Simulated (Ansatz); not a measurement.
# A hypothetical structure for V2CdGa2

Starting from a made-up structure for V2CdGa2, the aim is the relaxed cell, its shortest contacts and, where a second run follows, its electronic structure.

Calculated with Ansatz 0.2.0; DFT, PBE, plane-wave PAW, files of the set soft_1, scalar-relativistic, ferromagnetic start, cell and ions relaxed at zero pressure; PAW set soft_1.

In doubt: warnings of the run leave room for a lower electronic state, so energies may not be the lowest and differences between runs may mislead.

## 1. The starting structure

It takes space group I4/mmm (No. 139, tetragonal). The conventional cell has a = 3.930 Å, b = 3.930 Å, c = 9.896 Å, α = 90.00°, β = 90.00°, γ = 90.00°. Nearest to Cd lie 8 Ga at 3.04 Å and 8 V at 3.16 Å. Ga has 4 V at 2.33 Å and 1 Ga at 2.45 Å and 4 Cd at 3.04 Å nearest. Nearest to V lie 4 Ga at 2.33 Å and 4 V at 2.78 Å and 4 Cd at 3.16 Å. Farther neighbours are not listed.

## 2. Relaxing cell and atoms

The guess takes its coordinates from another compound and its volume from a rule, so the cell and any free coordinates are relaxed together.

The input, input.yaml:

```yaml
crystal:
  lattice:
    - [-1.965, 1.965, 4.948]
    - [1.965, -1.965, 4.948]
    - [1.965, 1.965, -4.948]
  atoms:
    - { symbol: Cd, position: [0.0, 0.0, 0.0] }
    - { symbol: Ga, position: [0.624, 0.624, 0.0] }
    - { symbol: Ga, position: [0.376, 0.376, 0.0] }
    - { symbol: V, position: [0.25, 0.75, 0.5], spin: 2.0 }
    - { symbol: V, position: [0.75, 0.25, 0.5], spin: 2.0 }
magnetization:
  spin_polarized: true
kpoints:
  mp_grid: { grid: [10, 10, 10] }
scf:
  occupations: { method: fermi_dirac, width: 0.05 }
hamiltonian:
  xc: pbe
  pseudopotentials: { kind: paw, azcp: { folder: soft_1 } }
relax:
  f_tol: 0.015
  max_steps: 70
  cell: {}
output:
  forces: true
  stress: true
```

The run is started by

```console
$ ansatz run input.yaml --threads 4 --pin off --max-ram 10240MiB --backend cpu --events-out ev --progress --plain --runs-dir out
```

Numbers of over 12 decimals in the logs are rounded to 6 here.

The program printed:

```text
basis.fft_grid_basis auto: the FFT boxes are laid along the combinations [[1, 0, 1], [0, 1, 1], [0, 0, 1]] of the cell's own vectors, 3.930, 3.930 and 5.675 Å long. The dense box has 27×27×40 points. Along the cell's own vectors, as sized, it would have 40×40×40, 2.19 times as many. Of the 16 symmetry operations that the crystal satisfies within crystal.symmetry.tolerance (time reversal apart; of a slab, those that k [...]
Engine: ansatz 0.2.0, x86_64-unknown-linux-gnu
Pseudopotentials: kind: paw
Pseudopotential: Cd, paw, valence charge 20, recommended cutoff 420 eV (normal), soft_1/Cd.paw.azcp
Pseudopotential: Ga, paw, valence charge 13, recommended cutoff 420 eV (normal), soft_1/Ga.paw.azcp
Pseudopotential: V, paw, valence charge 13, recommended cutoff 420 eV (normal), soft_1/V.paw.azcp
Functional definition: PBE
  parameter kappa = 0.804
  parameter beta = 0.066725
  exchange = pbe_x(kappa = kappa, mu = beta*pi^2/3)
  correlation = pbe_c(beta = beta)
Crystal: 5 atoms, lattice volume = 76.421 Å³
Basis set: ecut = 420 eV, 1517 PW (Γ), FFT grids on a1+a3, a2+a3, a3, exchange–correlation on 54×54×80 points (8 copies of the dense FFT grid, shifted against one another)
Bands: 46, of which v1, the nominal top of the filled ones, is band 36 counted from 1 (35 counted from 0)
Symmetry: 16 space group operations
Space group: I4/mmm (ITA 139), of the structure as read, at distance tolerance 4.2e-5 Å
Magnetic group: BNS 139.531 (UNI 1191), of the structure as read, at distance tolerance 4.2e-5 Å
k-points: 102 of 1000
Non-local potential: Cd, projectors of the file, l = 0: 3, l = 1: 2, l = 2: 2, l = 3: 1
Non-local potential: Ga, projectors of the file, l = 0: 2, l = 1: 2, l = 2: 3, l = 3: 1
Non-local potential: V, projectors of the file, l = 0: 3, l = 1: 2, l = 2: 3, l = 3: 1
PAW form: soft (Blöchl's): semilocal exchange-correlation on the pseudo side does not see the compensation charge
PAW one-centre angular grid: Cd, 590 points (default); XC on 64 Gauss nodes
PAW one-centre angular grid: Ga, 590 points (default); XC on 64 Gauss nodes
PAW one-centre angular grid: V, 590 points (default); XC on 64 Gauss nodes
Initial density: superposition of atomic densities (chi_scale 0.1, normalization cell)
Starting moments: Σ|m| = 4 μB on 2 of 5 sites
Initial wavefunctions: pseudopotential atomic-orbital guess
Functional: x = pbe(κ = 0.804, μ = 0.219515), c = pbe(β = 0.066725)
SCF iter   1: F=—  HF=-21641.986688 eV  |F-HF|=—  |Δ(HF+E_count)|=         —  Δρ=4.20e-2 (↑4.20e-2 ↓4.03e-2)  dr2=6.76e0  dr2_m=5.35e-1  M=2.724 μB ∫|m|=2.980 μB  β_m=0.30  ethr=3.10e-3  ⟨swp⟩=5.2  Hψ=29460  notcnv=0  defer=31
Mixer restart at iter 1: flushing history
preconditioner: auto → Kerker (q_TF=auto, 2.701 Å⁻¹)  [metal: Δε(μ)=0.006 eV  Ē_g=11.671 eV  σ=0.050 eV  W_gap=0.03  n_scr=32 (ndim 8)  ℏωp=29.4 eV  f_vac=0.000  D(μ)=3.76/eV (n_scr^D=32)]
spin=Collinear: Kerker preconditioning applied to the charge; magnetization (m = ρ↑ − ρ↓) channel mixes plain (no charge-response kernel on spin).
SCF iter   2: F=—  HF=-21641.978716 eV  |F-HF|=—  |Δ(HF+E_count)|=   7.97e-3  Δρ=3.38e-2 (↑2.82e-2 ↓3.38e-2)  dr2=4.96e0  dr2_m=3.15e-1  M=2.641 μB ∫|m|=2.890 μB  β_m=0.65  ethr=3.10e-3  ⟨swp⟩=2.0  Hψ=12444  notcnv=0  defer=366
SCF iter   3: F=—  HF=-21642.490878 eV  |F-HF|=—  |Δ(HF+E_count)|=   5.12e-1  Δρ=1.59e-2 (↑1.39e-2 ↓1.59e-2)  dr2=1.15e0  dr2_m=9.52e-2  M=2.100 μB ∫|m|=2.317 μB  β_m=0.73  ethr=3.10e-3  ⟨swp⟩=2.9  Hψ=14205  notcnv=0  defer=366
SCF iter   4: F=—  HF=-21641.979016 eV  |F-HF|=—  |Δ(HF+E_count)|=   5.12e-1  Δρ=1.35e-2 (↑1.35e-2 ↓6.45e-3)  dr2=1.56e-1  dr2_m=3.44e-2  M=1.478 μB ∫|m|=1.662 μB  β_m=0.84  ethr=1.59e-3  ⟨swp⟩=2.9  Hψ=18138  notcnv=0  defer=344
SCF iter   5: F=—  HF=-21642.487692 eV  |F-HF|=—  |Δ(HF+E_count)|=         —  Δρ=2.28e-2 (↑2.28e-2 ↓1.50e-2)  dr2=8.66e-2  dr2_m=2.38e-1  M=0.712 μB ∫|m|=0.845 μB  β_m=0.84  ethr=2.17e-4  ⟨swp⟩=3.0  Hψ=20105  notcnv=0  defer=336
Mixer restart at iter 5: flushing history
SCF iter   6: F=—  HF=-21642.516276 eV  |F-HF|=—  |Δ(HF+E_count)|=   2.86e-2  Δρ=1.01e-2 (↑1.01e-2 ↓7.81e-3)  dr2=4.26e-2  dr2_m=4.78e-2  M=0.466 μB ∫|m|=0.554 μB  β_m=0.92  ethr=1.20e-4  ⟨swp⟩=2.3  Hψ=17073  notcnv=0  defer=336
SCF iter   7: F=—  HF=-21642.521781 eV  |F-HF|=—  |Δ(HF+E_count)|=   5.51e-3  Δρ=5.54e-3 (↑5.42e-3 ↓5.54e-3)  dr2=2.28e-2  dr2_m=1.02e-2  M=0.330 μB ∫|m|=0.389 μB  β_m=0.83  ethr=5.91e-5  ⟨swp⟩=2.2  Hψ=16435  notcnv=0  defer=322
SCF iter   8: F=—  HF=-21642.487442 eV  |F-HF|=—  |Δ(HF+E_count)|=   3.43e-2  Δρ=1.62e-3 (↑1.28e-3 ↓1.62e-3)  dr2=3.07e-4  dr2_m=1.41e-3  M=0.208 μB ∫|m|=0.243 μB  β_m=0.92  ethr=3.16e-5  ⟨swp⟩=2.1  Hψ=16497  notcnv=0  defer=303
SCF iter   9: F=—  HF=-21642.489445 eV  |F-HF|=—  |Δ(HF+E_count)|=   2.00e-3  Δρ=1.29e-3 (↑4.92e-4 ↓1.29e-3)  dr2=1.71e-3  dr2_m=4.49e-4  M=0.142 μB ∫|m|=0.164 μB  β_m=0.96  ethr=4.26e-7  ⟨swp⟩=2.0  Hψ=16760  notcnv=0  defer=303
SCF iter  10: F=—  HF=-21642.489530 eV  |F-HF|=—  |Δ(HF+E_count)|=   8.57e-5  Δρ=8.11e-4 (↑8.11e-4 ↓6.37e-4)  dr2=1.47e-4  dr2_m=3.35e-4  M=0.117 μB ∫|m|=0.134 μB  β_m=0.98  ethr=4.26e-7  ⟨swp⟩=2.0  Hψ=16776  notcnv=0  defer=303
SCF iter  11: F=—  HF=-21642.489738 eV  |F-HF|=—  |Δ(HF+E_count)|=   2.08e-4  Δρ=4.39e-4 (↑4.39e-4 ↓4.03e-4)  dr2=5.53e-6  dr2_m=1.23e-4  M=0.075 μB ∫|m|=0.085 μB  β_m=0.99  ethr=2.04e-7  ⟨swp⟩=2.0  Hψ=16876  notcnv=0  defer=303
SCF iter  12: F=—  HF=-21642.489875 eV  |F-HF|=—  |Δ(HF+E_count)|=   1.36e-4  Δρ=1.55e-4 (↑1.55e-4 ↓1.10e-4)  dr2=1.87e-5  dr2_m=8.54e-6  M=0.019 μB ∫|m|=0.021 μB  β_m=0.96  ethr=7.68e-9  ⟨swp⟩=3.0  Hψ=19287  notcnv=0  defer=303
SCF iter  13: F=—  HF=-21642.489892 eV  |F-HF|=—  |Δ(HF+E_count)|=   1.73e-5  Δρ=3.16e-5 (↑2.58e-5 ↓3.16e-5)  dr2=2.85e-6  dr2_m=9.80e-8  M=-0.001 μB ∫|m|=0.001 μB  β_m=0.98  ethr=7.68e-9  ⟨swp⟩=2.3  Hψ=17192  notcnv=0  defer=303
SCF iter  14: F=—  HF=-21642.489891 eV  |F-HF|=—  |Δ(HF+E_count)|=   4.79e-7  Δρ=2.69e-5 (↑1.80e-5 ↓2.69e-5)  dr2=8.02e-7  dr2_m=2.67e-7  M=-0.003 μB ∫|m|=0.004 μB  β_m=0.99  ethr=3.96e-9  ⟨swp⟩=2.0  Hψ=16144  notcnv=0  defer=303
SCF iter  15: F=—  HF=-21642.489892 eV  |F-HF|=—  |Δ(HF+E_count)|=   2.31e-7  Δρ=3.88e-6 (↑3.88e-6 ↓3.46e-6)  dr2=3.72e-8  dr2_m=3.75e-10  M=0.000 μB ∫|m|=0.000 μB  β_m=1.00  ethr=1.11e-9  ⟨swp⟩=2.0  Hψ=16659  notcnv=0  defer=303
SCF iter  16: F=—  HF=-21642.489892 eV  |F-HF|=—  |Δ(HF+E_count)|=   9.34e-9  Δρ=1.71e-6 (↑1.71e-6 ↓1.71e-6)  dr2=4.82e-9  dr2_m=1.23e-10  M=0.000 μB ∫|m|=0.000 μB  β_m=0.95  ethr=5.16e-11  ⟨swp⟩=2.0  Hψ=26613  notcnv=0
[...]
relax step   8: F+E_penalty+E_count = -21643.88627054 eV  Δ(F+E_penalty+E_count) = -7.053e-5 eV  max|allowed force component| = 8.233e-4 eV/Å  Δτ_max = 0.0019 Å  P = -0.001 GPa  Ω = 86.785 Å³  energy of the carried Pulay correction = -6.566e-3 eV  (9 SCF iters, dr2 threshold 8.09e-8 eV, accepted)
relax step   9: F+E_penalty+E_count = -21643.91791452 eV  Δ(F+E_penalty+E_count) = -3.164e-2 eV  max|allowed force component| = 3.428e-3 eV/Å  Δτ_max = 0.0000 Å  P = +0.567 GPa  Ω = 86.785 Å³  stress off target by 1.54e0 GPa  SCF on the basis re-selected at this cell (its energy is not comparable with the rows above)  (12 SCF iters)
relax step  10: F+E_penalty+E_count = -21643.92510351 eV  Δ(F+E_penalty+E_count) = -7.189e-3 eV  max|allowed force component| = 2.916e-2 eV/Å  Δτ_max = 0.0087 Å  P = +0.216 GPa  Ω = 86.924 Å³  energy of the carried Pulay correction = -4.460e-5 eV  (9 SCF iters, dr2 threshold 5.00e-7 eV, accepted)
relax step  11: F+E_penalty+E_count = -21643.92576396 eV  Δ(F+E_penalty+E_count) = -6.605e-4 eV  max|allowed force component| = 7.889e-3 eV/Å  Δτ_max = 0.0011 Å  P = +0.002 GPa  Ω = 87.066 Å³  energy of the carried Pulay correction = -1.023e-4 eV  (8 SCF iters, dr2 threshold 5.00e-7 eV, accepted)
iter 1 solved again at ethr=3.79e-8 eV; its pass at ethr=3.10e-3 eV (dr2=2.73e-5 eV) is discarded
SCF iter   1: F=—  HF=-21643.925196 eV  |F-HF|=—  |Δ(HF+E_count)|=         —  Δρ=2.40e-4 (↑1.95e-4 ↓2.40e-4)  dr2=3.51e-6  dr2_m=5.18e-7  M=-1.629 μB ∫|m|=1.698 μB  β_m=0.65  ethr=3.79e-8  ⟨swp⟩=3.0  Hψ=52958  notcnv=0
preconditioner: auto → Kerker (q_TF=auto, 2.411 Å⁻¹)  [metal: Δε(μ)=0.001 eV  Ē_g=11.331 eV  σ=0.050 eV  W_gap=0.01  n_scr=24 (ndim 8)  ℏωp=27.6 eV  f_vac=0.000  D(μ)=4.66/eV (n_scr^D=32)]
spin=Collinear: Kerker preconditioning applied to the charge; magnetization (m = ρ↑ − ρ↓) channel mixes plain (no charge-response kernel on spin).
SCF iter   2: F=—  HF=-21643.925798 eV  |F-HF|=—  |Δ(HF+E_count)|=   6.02e-4  Δρ=8.58e-5 (↑7.03e-5 ↓8.58e-5)  dr2=4.55e-7  dr2_m=6.38e-8  M=-1.629 μB ∫|m|=1.698 μB  β_m=0.65  ethr=4.88e-9  ⟨swp⟩=1.0  Hψ=9392  notcnv=0
SCF iter   3: F=—  HF=-21643.925886 eV  |F-HF|=—  |Δ(HF+E_count)|=   8.82e-5  Δρ=2.07e-6 (↑1.55e-6 ↓2.07e-6)  dr2=6.99e-9  dr2_m=3.43e-10  M=-1.629 μB ∫|m|=1.698 μB  β_m=0.57  ethr=6.32e-10  ⟨swp⟩=2.1  Hψ=11304  notcnv=0
SCF iter   4: F=—  HF=-21643.925886 eV  |F-HF|=—  |Δ(HF+E_count)|=   1.40e-8  Δρ=1.42e-6 (↑7.10e-7 ↓1.42e-6)  dr2=5.08e-9  dr2_m=3.53e-10  M=-1.629 μB ∫|m|=1.698 μB  β_m=0.79  ethr=9.71e-12  ⟨swp⟩=2.0  Hψ=14254  notcnv=0
SCF iter   5: F=—  HF=-21643.925886 eV  |F-HF|=—  |Δ(HF+E_count)|=   7.63e-9  Δρ=1.03e-6 (↑4.25e-7 ↓1.03e-6)  dr2=4.64e-9  dr2_m=1.79e-10  M=-1.629 μB ∫|m|=1.698 μB  β_m=0.89  ethr=7.06e-12  ⟨swp⟩=2.0  Hψ=10750  notcnv=0
SCF iter   6: F=—  HF=-21643.925882 eV  |F-HF|=—  |Δ(HF+E_count)|=   3.79e-6  Δρ=3.34e-7 (↑3.34e-7 ↓3.08e-7)  dr2=4.77e-10  dr2_m=1.24e-11  M=-1.629 μB ∫|m|=1.698 μB  β_m=0.87  ethr=6.45e-12  ⟨swp⟩=2.0  Hψ=15623  notcnv=0
SCF iter   7: F=—  HF=-21643.925882 eV  |F-HF|=—  |Δ(HF+E_count)|=  3.13e-10  Δρ=1.67e-7 (↑1.67e-7 ↓1.65e-7)  dr2=7.07e-11  dr2_m=9.66e-12  M=-1.629 μB ∫|m|=1.698 μB  β_m=0.94  ethr=1.00e-12  ⟨swp⟩=2.0  Hψ=11552  notcnv=0
SCF iter   8: F=—  HF=-21643.925882 eV  |F-HF|=—  |Δ(HF+E_count)|=  7.28e-12  Δρ=1.01e-7 (↑1.01e-7 ↓9.06e-8)  dr2=4.64e-11  dr2_m=2.62e-13  M=-1.629 μB ∫|m|=1.698 μB  β_m=0.97  ethr=1.00e-12  ⟨swp⟩=1.0  Hψ=9389  notcnv=0
SCF iter   9: F=—  HF=-21643.925882 eV  |F-HF|=—  |Δ(HF+E_count)|=  5.09e-11  Δρ=1.01e-7 (↑8.35e-8 ↓1.01e-7)  dr2=6.81e-11  dr2_m=1.51e-13  M=-1.629 μB ∫|m|=1.698 μB  β_m=0.92  ethr=1.00e-12  ⟨swp⟩=1.5  Hψ=9501  notcnv=0
SCF iter  10: F=-21643.925882 eV  HF=-21643.925882 eV  |F-HF|=7.28e-12  |Δ(HF+E_count)|=  7.28e-12  Δρ=1.89e-8 (↑1.57e-8 ↓1.89e-8)  dr2=1.89e-12  dr2_m=3.05e-14  M=-1.629 μB ∫|m|=1.698 μB  ethr=1.00e-12  ⟨swp⟩=2.0  Hψ=24375  notcnv=0
SCF 12 converged in 10 iterations: F = -21643.925882 eV  dr2 = 1.89e-12
relax step  12: F+E_penalty+E_count = -21643.92588230 eV  Δ(F+E_penalty+E_count) = -1.183e-4 eV  max|allowed force component| = 8.076e-3 eV/Å  Δτ_max = 0.0000 Å  P = -0.002 GPa  Ω = 87.066 Å³  stress off target by 3.86e-3 GPa  SCF on the basis re-selected at this cell (its energy is not comparable with the rows above)  (10 SCF iters)
basis re-selected at this cell: Δ(F+E_penalty+E_count) = -1.183e-4 eV, ΔP = -0.004 GPa vs the last step (what re-selecting the basis moved, of the pressure what is left beyond the Pulay correction that the steps carried, after the strain that the cell walked since its last selection, with what the two solves' SCF thresholds leave and, on support functions, any second-order correction that the steps lacked; it is no m [...]
WARN: an SCF from antiferromagnetic starting moments (0.00, 0.00, 0.00, 2.00, -2.00 Bohr magnetons, atom by atom) was not made, by what the run has read of turns of its moments that order reads lower: the deck asks for what bars it, or types moments that do (magnetization.spin_polarized, in the input reference, names some of the keys), or the run goes by scf.lower_state_search: light, the default, which as a rule tries one only behind a close that has lost an order of both signs, or on which an open d or half-filled 4f shell of a PAW file has lost a moment that was set nearer to Hund's than to what is left; [rest of the remark cut]
SCF converged after 10 iterations
Magnetization: -1.6290 μB (35.1855 up, 36.8145 down)
Absolute magnetization: 1.6980 μB (∫|ρ↑−ρ↓|, with the PAW one-centre terms)
Spin contamination: 0.0251 ħ² per cell (⟨S²⟩ above its minimum at these occupations)
Per-site moments (μB) at R_I (Å): [(0.010441, 1.225602), (-0.024025, 1.001762), (-0.024025, 1.001762), (-0.623930, 1.069684), (-0.623930, 1.069684)]
Free energy (F): -21643.925882 eV
Harris-Foulkes:  -21643.925882 eV  (|F-HF|=7.28e-12)
Internal energy: -21643.886480 eV  (E = F + TS)
E sigma→0 (E₀):  -21643.906181 eV
Entropy (-TS):   -0.039402 eV (-7.880 meV/atom)
Fermi energy:    12.828325 eV
--- Per-component energies (eV) ---
  E_band       = -800.142984
  E_kinetic    = 1254.358508
  E_local      = -7724.421791  (includes V_loc(G=0)·N_el)
  E_nonlocal   = 94.967296
  E_hartree    = 3979.248655
  E_xc         = -513.772742
  E_vxc        = -599.527591  (∫ρ·V_xc dr)
  E_paw        = -10326.602415  (= ΣΔE_a)
  E_vpaw       = -1784.018815  (= ΣTr[D̂ρ^β])
  E_aug_tail   = 0.002075  (compensation charges beyond the density's cutoff)
  E_ewald      = -8407.666066
  E_smearing   = -0.039402  (= −TS)
  E_closure    = -0.000000  (closes the sum)
  Σ components = -21643.925882   (vs F -21643.925882, Δ=0.00e0)
--- Forces (eV/Å), atoms counted from 1 ---
  atom   1  Cd     0.00000000     0.00000000     0.00000000
  atom   2  Ga    -0.00000000     0.00000000     0.00807608
  atom   3  Ga    -0.00000000     0.00000000    -0.00807608
  atom   4  V      0.00000000     0.00000000     0.00000000
  atom   5  V      0.00000000     0.00000000     0.00000000
  max |Σ_I F_I| component: 1.73e-18 eV/Å
--- Stress (GPa, compression-positive) ---
       -0.003861      -0.000000       0.000000
       -0.000000      -0.003861      -0.000000
       -0.000000       0.000000       0.002295
  P = ⅓ Tr σ = -0.0018 GPa (-0.018 kbar)
--- Relaxed structure (10 steps of the walk, 10 accepted, 2 SCFs on fresh bases) ---
  F+E_penalty+E_count = -21643.92588230 eV   max|allowed force component| = 8.076e-3 eV/Å   (the final SCF, on the basis selected at the relaxed cell)
  cell:  # Å, volume = 87.0658 Å³
    - [-1.917467, 1.917467, 5.920142]
    - [1.917467, -1.917467, 5.920142]
    - [1.917467, 1.917467, -5.920142]
  atoms:
    - { symbol: Cd, position: [-1.0517725197919204e-19, -1.0517725197919228e-19, 0] }
    - { symbol: Ga, position: [0.602553, 0.602553, 0] }
    - { symbol: Ga, position: [0.397447, 0.397447, 0] }
    - { symbol: V, position: [0.250000, 0.750000, 0.500000] }
    - { symbol: V, position: [0.750000, 0.250000, 0.500000] }
```

It took 2 min on 4 threads of Intel Xeon Platinum 8488C (Sapphire Rapids), shared host; peak memory 0.96 GiB; 7.6 min of CPU time.

Step by step:

```csv
step,energy less that of the first step (eV),largest force component (eV/Å),pressure (GPa),volume (Å³)
1,0.0000,2.7957,24.02,76.42
2,-0.9684,1.3519,6.67,84.70
3,-1.2630,0.5403,0.97,87.73
4,-1.3747,0.0525,-0.75,88.06
5,-1.3929,0.0678,-0.95,87.66
6,-1.3957,0.0832,-0.28,86.97
7,-1.3963,0.0336,0.17,86.66
8,-1.3964,0.0008,0.00,86.78
9*,-1.4280,0.0034,0.57,86.78
10,-1.4352,0.0292,0.22,86.92
11,-1.4359,0.0079,0.00,87.07
12*,-1.4360,0.0081,0.00,87.07
```

Relaxation steps marked * repeat the geometry before them on a plane-wave basis chosen anew for their cell, so energy and pressure can jump there.

The run keeps the 16 symmetry operations that it works with, so distortions that break them were not tested.

```csv
cell as run,before,after,change
a (Å),5.675,6.512,+14.7 %
b (Å),5.675,6.512,+14.7 %
c (Å),5.675,6.512,+14.7 %
α (°),139.48,145.75,+4.5 %
β (°),139.48,145.75,+4.5 %
γ (°),58.64,49.22,-16.1 %
volume (Å³/atom),15.28,17.41,+13.9 %
```

The atoms that moved most (Å, as changes of fractional coordinates times the final cell):

```
atom     dx     dy      dz  length
 Ga3  0.000  0.000   0.254   0.254
 Ga2  0.000  0.000  -0.254   0.254
```

Final coordinates:

```
Cd Ga V
1.0
    -1.91747    1.91747    5.92014
     1.91747   -1.91747    5.92014
     1.91747    1.91747   -5.92014
Cd Ga V
1 2 2
Direct
  0.00000 0.00000 0.00000
  0.60255 0.60255 0.00000
  0.39745 0.39745 0.00000
  0.25000 0.75000 0.50000
  0.75000 0.25000 0.50000
```

Numbers from this step:

| Property | Result |
| --- | --- |
| free energy | -21643.9259 eV |
| energy at zero smearing | -21643.9062 eV |
| smearing term TS | 0.03940 eV |
| Fermi energy | 12.83 eV |
| magnetization | -1.629 μB |
| absolute magnetization | 1.698 μB |
| site moments | 0.01044, -0.02402, -0.02402, -0.6239, -0.6239 μB |
| electrons | 72 |
| symmetry operations | 16 |
| pressure | -0.001809 GPa |

Site moment by atom:

```
atom  site moment (μB)
 Cd1             0.010
 Ga2            -0.024
 Ga3            -0.024
  V4            -0.624
  V5            -0.624
```

The shortest distance of each pair, which need not be the same contact before and after:

```csv
pair,guess (Å),relaxed (Å)
Ga–Ga,2.454,2.429
Ga–V,2.327,2.593
V–V,2.779,2.712
Cd–Ga,3.038,2.971
Cd–V,3.159,3.527
```

The relaxation ends with a largest force component of 0.0081 eV/Å and a pressure of 0.00 GPa.

## 3. Summary of results

- space group, relaxed: I4/mmm
- conventional cell: a = 3.835, b = 3.835, c = 11.840 Å; α = 90.0°, β = 90.0°, γ = 90.0°
- volume per atom: 17.41 Å³ (guess 15.28)
- total moment: 1.63 μB in the cell of 5 atoms

What this shows: V2CdGa2 relaxes to I4/mmm with a = 3.835, b = 3.835 and c = 11.840 Å. The guessed volume was 12 % too small. The space group I4/mmm was held in the relaxation, so the end point is a stationary structure within it and may be a saddle against distortions or other arrangements. The input starts from parallel moments, and no other start was typed. The electronic state may lie above the lowest one. Mesh and cutoff weren't tested. A vector of the cell changed its length by 15 %, more than the volume shows. No dispersion term is used, so weakly bound directions may come out too long. The program estimates, without running it, that another magnetic order lies lower than the one relaxed here. Nothing here tests whether the compound is stable against decomposition.

[Logs are printed without paths, hosts, clocks, repeated set-up lines and the standing remarks that a program may print on its own settings, such as how far it seeks lower states.]

[Hosts, paths, dates, database ids (printed as entryN), source tags and the programs' standing remarks are cut or masked in the printed files.]
